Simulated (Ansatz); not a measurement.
The crystal is BiB4Sb3 (ordered alloy, started on the zincblende lattice) (R3m).

```xyz
8
Lattice="1.8851 1.0884 12.3134 -1.8851 1.0884 12.3134 0.0000 -2.1768 12.3134" Properties=species:S:1:pos:R:3 pbc="T T T"
Sb    0.0000    0.0000    0.0408
B     0.0000    0.0000   25.4172
Sb    0.0000    0.0000   27.7016
B     0.0000    0.0000   16.1365
Sb    0.0000    0.0000   18.4245
B     0.0000    0.0000    6.8453
Bi    0.0000    0.0000    9.2437
B     0.0000    0.0000   34.7161
```

The structure was relaxed with PBE. The runs that relaxed it are not among those shown. Spin-orbit coupling is left out unless a run names it. PAW set soft_2, made with PBE.

Gaps computed with Ansatz 0.2.0 without a self-energy: HSE06 1.16 eV and r2SCAN 0.77 eV.

Question: Estimate the G0W0@HSE06 gap with 4×4×4 mesh, 184 empty bands, screening to 66 eV, default PAW files.

About 1.01 eV: on its mesh the run moves the gap from 1.16 eV by −0.15 eV. Among the scalar-relativistic levels given, HSE06 is nearest (+0.15 eV). Bands and cutoff are finite, so the gap stands short of the basis limit, usually by up to a few tenths of an eV; the mesh is an error of its own. Where an edge is built on 6p states of lead, bismuth or thallium, scalar-relativistic gaps usually stand too wide, by a few tenths to over one eV. The many-body steps are scalar-relativistic: spin-orbit coupling is not in them.

[Long decimals in the printed logs are rounded to 6 places.]

[Logs are printed without paths, hosts, clocks, repeated set-up lines and the standing remarks that a program may print on its own settings, such as how far it seeks lower states.]

[Paths, hosts, dates, memory and timing lines, banners, echoed tables and standing remarks are left out of the program output; an Ansatz launch command may be rebuilt from the run's recorded settings. Measured values are a selection of at most five: reports struck by readers or far from the other reports are left out. None is set beside runs whose start may be inverted or whose files or cutoffs have a known fault.]

[Runs of the session that timed out or met a known fault of the program may be left out.]

[Cells called generated may have been cut or substituted from an entry of the Crystallography Open Database or the Materials Project.]

[Hosts, paths, dates, database ids (printed as entryN), source tags and the programs' standing remarks are cut or masked in the printed files.]

[Where the starting crystal was built by hand or by swapping elements, it need not be the compound's stable phase.]
